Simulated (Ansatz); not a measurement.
# Electron–phonon scattering in Ir-W-W-Ir stack of (111) layers, part 3 of 4

Wanted: the electron–phonon coupling λ, α²F(ω) and the phonon-limited resistivity of Ir-W-W-Ir stack of (111) layers, on meshes from cheap to dear.

Ansatz 0.2.0; DFT LDA, scalar-relativistic, plane waves, PAW; PAW set soft_1.

So far. Step 6 (Phonons by linear response: q 2×2×1, k 6×6×1): Among the solved wavevectors the lowest mode, translations apart, is 32.6 cm⁻¹, so these are real on this k mesh.

## Step 7: Electron–phonon run: q 2×2×1, k 6×6×1, scattering 12×12×1

A first run on coarse meshes.

input.yaml reads:

```yaml
crystal:
  lattice:
    - [2.7169576908, 0.0, 0.0]
    - [-1.3584788454, 2.3529543812, 0.0]
    - [0.0, 0.0, 37.5918017562]
  atoms:
    - { symbol: Ir, position: [0.0, 0.0, 0.1490415193] }
    - { symbol: W, position: [0.3333333333, 0.6666666667, 0.2047287271] }
    - { symbol: W, position: [0.6666666667, 0.3333333333, 0.2713298592] }
    - { symbol: Ir, position: [0.0, 0.0, 0.327017067] }
  periodic: [true, true, false]
kpoints:
  mp_grid: { grid: [6, 6, 1] }
hamiltonian:
  xc: lda
  pseudopotentials: { kind: paw, azcp: { folder: soft_1 }, xc_functional: pbe }
scf:
  occupations: { method: methfessel_paxton, width: 0.2 }
output:
  eigenvalues: true
phonons:
  method: dfpt
  qmesh: [2, 2, 1]
  temperatures: { t_max: 1000, t_step: 50 }
  qpath:
    path:
      - [0.0, 0.0, 0.0]
      - [0.5, 0.0, 0.0]
      - [0.33333333, 0.33333333, 0.0]
      - [0.0, 0.0, 0.0]
    npoints: 10
  electrical_resistivity:
    mesh: [12, 12, 1]
    temperatures: [20.0, 50.0, 77.0, 100.0, 150.0, 200.0, 300.0, 400.0, 600.0, 800.0]
  superconductivity: { mesh: [12, 12, 1], eliashberg_equations: false }
  electron_occupations: "off"
```

Run with:

```sh
> ansatz run input.yaml --threads 4 --pin off --max-ram 12288MiB --backend cpu --events-out ev --progress --plain --runs-dir out
```

Numbers of over 12 decimals in the logs are rounded to 6 here.

Output:

```text
[...]
Crystal: 4 atoms, lattice volume = 240.320 Å³
Basis set: ecut = 420 eV, 4751 PW (Γ), exchange–correlation on 40×40×512 points (8 copies of the dense FFT grid, shifted against one another)
Bands: 38, of which v1, the nominal top of the filled ones, is band 31 counted from 1 (30 counted from 0)
Symmetry: 12 space group operations
k-points: 7 of 36 (irreducible under 6 space group operations, time reversal used)
[...]
SCF iter   1: F=—  HF=-43590.795026 eV  |F-HF|=—  |Δ(HF+E_count)|=         —  Δρ=3.38e-2  dr2=1.83e1  ethr=3.10e-3  ⟨swp⟩=15.1  Hψ=2057  notcnv=0
[...]
SCF iter  16: F=-43589.032830 eV  HF=-43589.032830 eV  |F-HF|=4.37e-11  |Δ(HF+E_count)|=   1.30e-9  S|Δr|=    0.00e0  Δρ=1.35e-8  dr2=8.21e-13  ethr=1.00e-12  ⟨swp⟩=13.0  Hψ=2045  notcnv=0
SCF 1 converged in 16 iterations: F = -43589.032830 eV  dr2 = 8.21e-13
[...]
Bands: 45, of which v1, the nominal top of the filled ones, is band 31 counted from 1 (30 counted from 0)
k-points: 7 of 36
SCF iter   1: F=—  HF=-43590.789009 eV  |F-HF|=—  |Δ(HF+E_count)|=         —  Δρ=3.37e-2  dr2=1.82e1  ethr=3.10e-3  ⟨swp⟩=18.7  Hψ=2836  notcnv=0  defer=7
[...]
SCF iter  16: F=-43589.032830 eV  HF=-43589.032830 eV  |F-HF|=5.82e-11  |Δ(HF+E_count)|=  9.53e-10  S|Δr|=    0.00e0  Δρ=5.49e-8  dr2=3.62e-12  ethr=1.00e-12  ⟨swp⟩=4.0  Hψ=1384  notcnv=0
SCF 2 converged in 16 iterations: F = -43589.032830 eV  dr2 = 3.62e-12
[...]
SCF converged after 16 iterations
[...]
Free energy (F): -43589.032830 eV
[...]
Internal energy: -43589.027170 eV  (E = F + TS)
E sigma→0 (E₀):  -43589.031415 eV
Entropy (-TS):   -0.005660 eV (-1.415 meV/atom)
Fermi energy:    -5.078868 eV
[...]
--- Band table (eV; the first three rows and the last of 7) ---
  k-point 0: bands = [... 27 lower, -6.7472, -6.7472, -6.6908, -6.6908, -5.4298, -4.8759, -4.8759, -4.6464, ... 10 higher]
  k-point 1: bands = [... 27 lower, -7.3493, -6.7766, -6.5341, -6.4241, -6.1760, -5.8959, -4.4796, -4.4443, ... 10 higher]
  k-point 2: bands = [... 27 lower, -7.0605, -6.8614, -6.0095, -5.0958, -5.0558, -4.0165, -3.8007, -3.2210, ... 10 higher]
  k-point 6: bands = [... 27 lower, -7.0921, -7.0921, -4.7809, -4.4600, -4.4600, -4.0835, -3.7580, -1.4124, ... 10 higher]
  ° read free of the cell's end (the report's vacuum.weakly_bound_levels)
[...]
ASR residual: 5.869e-6 → 0.000e0 eV/Å²; symmetrization residual: 4.919e-7 eV/Å²
[...]
ASR residual per site (eV/Å²): 3.80e-6 5.60e-6 5.87e-6 3.94e-6
[...]
--- Phonons (arbitrary-q DFPT): 2 irreducible q on the 2×2×1 mesh ---
[...]
interpolated dispersion: 31 rows × 12 modes
[...]
--- Electrical resistivity: potentials and phonons of a 2×2×1 supercell ---
  scattering by harmonic phonons alone, with no dipole-dipole term; scattering by other electrons, impurities, surfaces and spin disorder is left out, and so is spin–orbit coupling
  the resistivity is that of a variational response, whose dependence on the energy is improved iteratively
  tensors lie in the sheet's plane, the Hall coefficient along its normal; that, the resistivity and the plasma energy are of the whole cell, vacuum included; the cell is 37.592 Å high
  at the Fermi level of each mesh (of a tensor half of its trace):
           mesh   spin    states/(eV spin)  plasma energy (eV)         λ      λ_tr    ħω_log (meV)
        12×12×1                     0.6776              3.9006    0.2405    0.2832          17.803
          6×6×1                     0.6983              3.4315    0.2819    0.4087          18.137
          3×3×1                     1.6106              5.1801    0.8635    1.3004          18.162
  resistivity on the deck's mesh, µΩ·cm:
     T (K)       trace/2  mesh converged            xx            yy            zz    lowest order   relaxation time
     20.00     7.0123e-3              no     7.0123e-3     7.0123e-3      0.0000e0       1.3694e-2         1.8742e-2
     50.00     5.0823e-1              no     5.0823e-1     5.0823e-1      0.0000e0       9.3608e-1         6.0194e-1
     77.00      1.9281e0              no      1.9281e0      1.9281e0      0.0000e0        2.9883e0          2.0517e0
    100.00      3.5072e0              no      3.5072e0      3.5072e0      0.0000e0        4.9883e0          3.5823e0
    150.00      7.0227e0              no      7.0227e0      7.0227e0      0.0000e0        9.3136e0          6.9544e0
    200.00      1.0352e1              no      1.0352e1      1.0352e1      0.0000e0        1.3460e1          1.0164e1
    300.00      1.6697e1              no      1.6697e1      1.6697e1      0.0000e0        2.1444e1          1.6313e1
    400.00      2.2961e1              no      2.2961e1      2.2961e1      0.0000e0        2.9311e1          2.2399e1
    600.00      3.5776e1              no      3.5776e1      3.5776e1      0.0000e0        4.5209e1          3.4881e1
    800.00      4.9098e1              no      4.9098e1      4.9098e1      0.0000e0        6.1520e1          4.7917e1
  sheet resistance at 20 K: 0.01865 Ω
  mean free path at 20 K (of a tensor half of its trace): 44535 nm by what each carries, 39658 by the Fermi surface alone
  sheet resistance at 50 K: 1.352 Ω
[...]
sheet resistance at 77 K: 5.129 Ω
[...]
Hall coefficient in a weak field at 77 K (along the normal): 8.958e-10 m³/C (as a tensor it moves by 46.6 % between the two finest meshes); by each state's relaxation time: 8.399e-10 m³/C; by a constant relaxation time: (none: it, or that of a finer mesh, parts from a neighbouring mesh's by over half of the finer one's)
  sheet resistance at 100 K: 9.330 Ω
[...]
sheet resistance at 150 K: 18.68 Ω
[...]
sheet resistance at 200 K: 27.54 Ω
[...]
sheet resistance at 300 K: 44.42 Ω
[...]
sheet resistance at 400 K: 61.08 Ω
[...]
sheet resistance at 600 K: 95.17 Ω
[...]
sheet resistance at 800 K: 130.6 Ω
[...]
the resistivity times a path that all electrons share, by the Fermi surface of the deck's mesh alone (half of the trace): 2.781e-15 Ω·m²
  not converged in the mesh (λ; λ_tr; the resistivity at 20 K by 22.78 %; the resistivity at 50 K by 73.15 %; the resistivity at 77 K by 83.77 %; the resistivity at 100 K by 86.63 %; the resistivity at 150 K by 88.57 %; the resistivity at 200 K by 90.46 %; the resistivity at 300 K by 94.14 %; the resistivity at 400 K by 95.64 %; the resistivity at 600 K by 96.60 %; the resistivity at 800 K by 95.25 %): between neighb [...]
  vibrations of 4 cells: unjudged by the run; compare a larger repeat
  the changes of the potential over all sites missed a rigid shift's by 0.55 % (the site terms' by 0.01 %)
  between the force constants' wavevectors the phonons are obtained by Fourier interpolation alone: phonons.electron_occupations is off
--- Superconductivity: potentials and phonons of a 2×2×1 supercell ---
  pairing by harmonic phonons, in the closed forms alone; spin fluctuations are left out, and so is spin–orbit coupling
           mesh         λ    ħω_log (meV)  μ* declared at (meV)
        12×12×1    0.2405          17.803               19.067
          6×6×1    0.2819          18.137               19.165
          3×3×1    0.8635          18.162               19.040
  λ by the species' shares of the modes' patterns: Ir 0.1423, W 0.0982
  transition temperature on the deck's mesh (K), isotropic and anisotropic, restricted to the Fermi surface (FSR) and over the full bandwidth (FBW), and the last with the density of states resolved in a narrower window:
        μ*   McMillan   Allen–Dynes      iso. FSR      iso. FBW    aniso. FSR    aniso. FBW  narrow window
      0.08      0.029         0.029             -             -             -             -              -
      0.10      0.006         0.006             -             -             -             -              -
      0.12      0.001         0.001             -             -             -             -              -
      0.13      0.000         0.000             -             -             -             -              -
      0.14      0.000         0.000             -             -             -             -              -
      0.16      0.000         0.000             -             -             -             -              -
      0.20      0.000         0.000             -             -             -             -              -
  not judged without the Eliashberg equations: between neighbouring meshes, the two finest first, λ moves by 17.21 % and 206.33 %
  vibrations of 4 cells: unjudged by the run; compare a larger repeat
[...]
```

The job ended after 2.3 min (4 threads of Arm Neoverse V1, shared host; peak memory 2.2 GiB).

This step gave:

* cell height: 37.59 Å
* sheet resistance 300K: 44.42 Ω/square, mean in the plane
* resistivity at 300 K: 16.7 μΩ cm, mean of the axes, of the whole cell with its vacuum
* coupling constant λ: 0.2405
* density of states at the Fermi level: 0.6776 states/eV a spin and cell
* log mean phonon energy ħω_log: 17.8 meV
* transport coupling constant λ_tr: 0.2832, 0.2832, 0 (xx, yy, zz)
* Drude plasma energy: 3.901, 3.901, 0 eV (xx, yy, zz), of the whole cell with its vacuum
* second-moment phonon energy ħω₂: 19.07 meV

Solved on the 2×2×1 mesh alone; all other wavevectors are interpolated. The phonon branches at the labelled points (cm⁻¹):

```
  point  branch 1  branch 2  branch 3  branch 4  branch 9  branch 10  branch 11  branch 12
      Γ         0         0         0        33       122        122        201        249
halfway        84        87        88       120       171        181        203        231
      M       120       123       138       144       193        199        228        229
halfway       133       136       144       145       192        195        221        222
      K       143       143       159       159       198        198        204        205
halfway        92       101       110       127       178        188        204        225
      Γ         0         0         0        33       122        122        201        249
```

The Eliashberg function α²F has structure finer than the step of the table below, so its rows give means over 1 meV, whole bins alone (the curve runs from 0.12 to 30.7 meV). Peaks (meV: height): α²F 17.7: 0.328, 19.4: 0.351, 19.9: 0.367, 21.1: 0.224, 23.5: 0.269, 24.4: 0.120, 26.4: 0.079; α²F tr 17.7: 0.416, 19.4: 0.520, 19.9: 0.526, 21.1: 0.333, 23.5: 0.422, 24.4: 0.178, 26.4: 0.116.

Table of Eliashberg function α²F by phonon energy; means over each step:

```
phonon energy (meV)      α²F   α²F tr
                  1   8.8e-6        0
                  2   1.6e-4   2.1e-5
                  3   5.3e-4   2.1e-4
                  4  0.00151   4.0e-4
                  5  0.00357   9.8e-4
                  6  0.00603  0.00188
                  7  0.00692  0.00282
                  8  0.00804  0.00372
                  9  0.00958  0.00483
                 10   0.0117  0.00660
                 11   0.0154  0.00961
                 12   0.0200   0.0133
                 13   0.0377   0.0232
                 14   0.0502   0.0468
                 15    0.100   0.0915
                 16    0.143    0.139
                 17    0.236    0.277
                 18    0.242    0.295
                 19    0.283    0.389
                 20    0.277    0.395
                 21    0.177    0.259
                 22   0.0694   0.0835
                 23    0.112    0.160
                 24    0.126    0.199
                 25   0.0950    0.119
                 26   0.0550   0.0731
                 27   0.0588   0.0839
                 28   0.0412   0.0471
                 29  0.00877  0.00533
                 30   0.0137  0.00360
```

Of the whole cell with its vacuum, so only the sheet resistance is a property of the layer; the means are those of the plane. Resistivity, by row:

```
T (K)  ρ_xx (μΩ cm)      ρ_yy  ρ_zz  ρ by Ziman's lowest order, mean  ρ by relaxation times, mean  within 2 % of the coarser mesh
   20      0.007012  0.007012     -                          0.01369                      0.01874                              no
   50        0.5082    0.5082     -                           0.9361                       0.6019                              no
   77         1.928     1.928     -                            2.988                        2.052                              no
  100         3.507     3.507     -                            4.988                        3.582                              no
  150         7.023     7.023     -                            9.314                        6.954                              no
  200         10.35     10.35     -                            13.46                        10.16                              no
  300          16.7      16.7     -                            21.44                        16.31                              no
  400         22.96     22.96     -                            29.31                         22.4                              no
  600         35.78     35.78     -                            45.21                        34.88                              no
  800          49.1      49.1     -                            61.52                        47.92                              no
```

The cell's resistivity over its height. Sheet resistance, along x against temperature:

```
temperature (K)  sheet resistance, along x (Ω/square)
             20                                0.0186
             50                                  1.35
             77                                  5.13
            100                                  9.33
            150                                  18.7
            200                                  27.5
            300                                  44.4
            400                                  61.1
            600                                  95.2
            800                                   131
```

Some points of the scattering mesh along the symmetry lines, up to three branches each (those of largest λ), at most 39 rows; the frequencies are those of the scattering step, which can differ from the solved and plainly interpolated ones; single rows converge slowly. Mode couplings:

```
    q1      q2  q3  branch  ħω (meV)     λ_q  half width (meV)
0.1667       0   0       3      8.06  0.0162           0.00225
0.1667       0   0       4     11.56  0.0284           0.00808
0.1667       0   0       5     11.77  0.0339              0.01
0.4167       0   0       6     17.75   0.031            0.0208
0.4167       0   0       7     20.53  0.0296            0.0265
0.4167       0   0       8     20.86  0.0309            0.0286
0.4167  0.1667   0       1     16.46  0.0524            0.0302
0.4167  0.1667   0       2     16.81  0.0562            0.0338
0.4167  0.1667   0       6     20.09   0.045            0.0387
0.1667  0.1667   0       5     16.59  0.0194            0.0114
0.1667  0.1667   0       7     17.73  0.0184            0.0123
0.1667  0.1667   0       8     17.95  0.0194            0.0133
```

The Eliashberg function α²F has structure finer than the step of the table below, so its rows give means over 1 meV, whole bins alone (the curve runs from 0.12 to 30.7 meV). Peaks (meV: height): α²F 17.7: 0.328, 19.4: 0.351, 19.9: 0.367, 21.1: 0.224, 23.5: 0.269, 24.4: 0.120, 26.4: 0.079; Ir 17.7: 0.194, 19.4: 0.270, 19.9: 0.261, 21.1: 0.172, 23.5: 0.102; W 17.7: 0.135, 19.9: 0.106, 22.8: 0.06, 23.5: 0.167, 24.4: 0.0896, 26.4: 0.0662.

Table of Eliashberg function α²F by phonon energy; means over each step:

```
phonon energy (meV)      α²F       Ir        W
                  1   8.8e-6        0        0
                  2   1.6e-4   9.2e-5   9.2e-5
                  3   5.3e-4   2.7e-4   2.7e-4
                  4  0.00151   7.5e-4   7.4e-4
                  5  0.00357  0.00188  0.00169
                  6  0.00603  0.00322  0.00286
                  7  0.00692  0.00371  0.00318
                  8  0.00804  0.00440  0.00367
                  9  0.00958  0.00534  0.00424
                 10   0.0117  0.00663  0.00504
                 11   0.0154  0.00906  0.00639
                 12   0.0200   0.0122  0.00788
                 13   0.0377   0.0243   0.0135
                 14   0.0502   0.0319   0.0183
                 15    0.100   0.0641   0.0362
                 16    0.143   0.0932   0.0497
                 17    0.236    0.151   0.0845
                 18    0.242    0.146   0.0962
                 19    0.283    0.200   0.0837
                 20    0.277    0.204   0.0721
                 21    0.177    0.134   0.0429
                 22   0.0694   0.0283   0.0412
                 23    0.112   0.0380   0.0738
                 24    0.126   0.0457   0.0808
                 25   0.0950   0.0278   0.0673
                 26   0.0550   0.0111   0.0439
                 27   0.0588   0.0104   0.0485
                 28   0.0412  0.00779   0.0334
                 29  0.00877  0.00260  0.00620
                 30   0.0137  0.00400  0.00970
```

λ by element:

```
share in the modes' patterns        λ
                          Ir   0.1423
                           W  0.09822
```

λ by pair of elements:

```
motions of the sites of         λ
                  Ir-Ir    0.2026
                   Ir-W  -0.02248
                    W-W   0.06036
```

Largest shares of lambda; single rows converge slowly. Strongest modes:

```
     q1      q2  q3  star  branch  ħω (meV)      λ_q  half width (meV)
   0.25  0.3333   0    12       2     17.54  0.06669           0.04368
   0.25  0.3333   0    12       4     19.14  0.06428           0.05011
   0.25  0.3333   0    12       1     16.95   0.0589           0.03601
   0.25  0.3333   0    12       5     19.91  0.05682           0.04794
 0.1667  0.3333   0    12       7      20.9  0.05566           0.05174
   0.25  0.3333   0    12       6      20.1  0.05531           0.04756
0.08333  0.3333   0    12       8     20.15  0.05382            0.0465
   0.25  0.3333   0    12       3     18.85  0.05264           0.03982
```

300 K. The cumulative share of the conductivity, along x by mean free path:

```
mean free path (nm)  cumulative share of the conductivity, along x
               6.31                                        0.00412
               7.08                                         0.0253
               7.94                                         0.0572
               8.91                                         0.0599
                 10                                         0.0947
               11.2                                          0.227
               12.6                                          0.289
               14.1                                          0.302
               15.8                                          0.317
               17.8                                          0.332
               19.9                                          0.374
               22.4                                          0.518
               25.1                                          0.759
               28.2                                          0.889
               31.6                                          0.999
```

Resistivity by mesh:

```
   mesh  T (K)  mean rho (μΩ cm)
12x12x1     20          0.007012
12x12x1    300              16.7
12x12x1    800              49.1
  6x6x1     20          0.008609
  6x6x1    300             32.42
  6x6x1    800             95.87
  3x3x1     20           0.00538
  3x3x1    300             36.71
  3x3x1    800               101
```

No LO-TO term; unit eigenvectors of the mass-weighted matrix. The modes at Γ (shares of kinetic energy by element, %):

```
mode  frequency (cm⁻¹)  symmetry  Ir %  W %
   1               0.0   unnamed    51   49
   2               0.0   unnamed    51   49
   3               0.0   unnamed    51   49
   4              32.6        Eg    52   48
   5              32.6        Eg    52   48
   6             103.0       A1g    71   29
   7             118.3        Eg    48   52
   8             118.3        Eg    48   52
   9             122.3        Eu    49   51
  10             122.3        Eu    49   51
  11             201.0       A2u    49   51
  12             248.7       A1g    29   71
```

Displacements in mode 4 (32.6 cm⁻¹), the largest set to 1:
```
Ir1  0.07  1.00  0.00
W2   0.07  0.98  0.00
W3  -0.07 -0.98  0.00
Ir4 -0.07 -1.00  0.00
```

Displacements in mode 7 (118.3 cm⁻¹), the largest set to 1:
```
Ir1 -0.16  0.93  0.00
W2   0.18 -1.00  0.00
W3  -0.18  1.00  0.00
Ir4  0.16 -0.93  0.00
```

By its own test the run is not converged in the mesh. λ = 0.240 and 44.4 Ω per square at 300 K. The run's own test puts 94 % between its two finest meshes on the component of the resistivity at 300 K that moves most, so it is not converged. By the run's own test λ moves by 17 % between its two finest scattering meshes.

[end of part 3 of 4]

[Logs are printed without paths, hosts, clocks, repeated set-up lines and the standing remarks that a program may print on its own settings, such as how far it seeks lower states.]

[Hosts, paths, dates, database ids (printed as entryN), source tags and the programs' standing remarks are cut or masked in the printed files.]
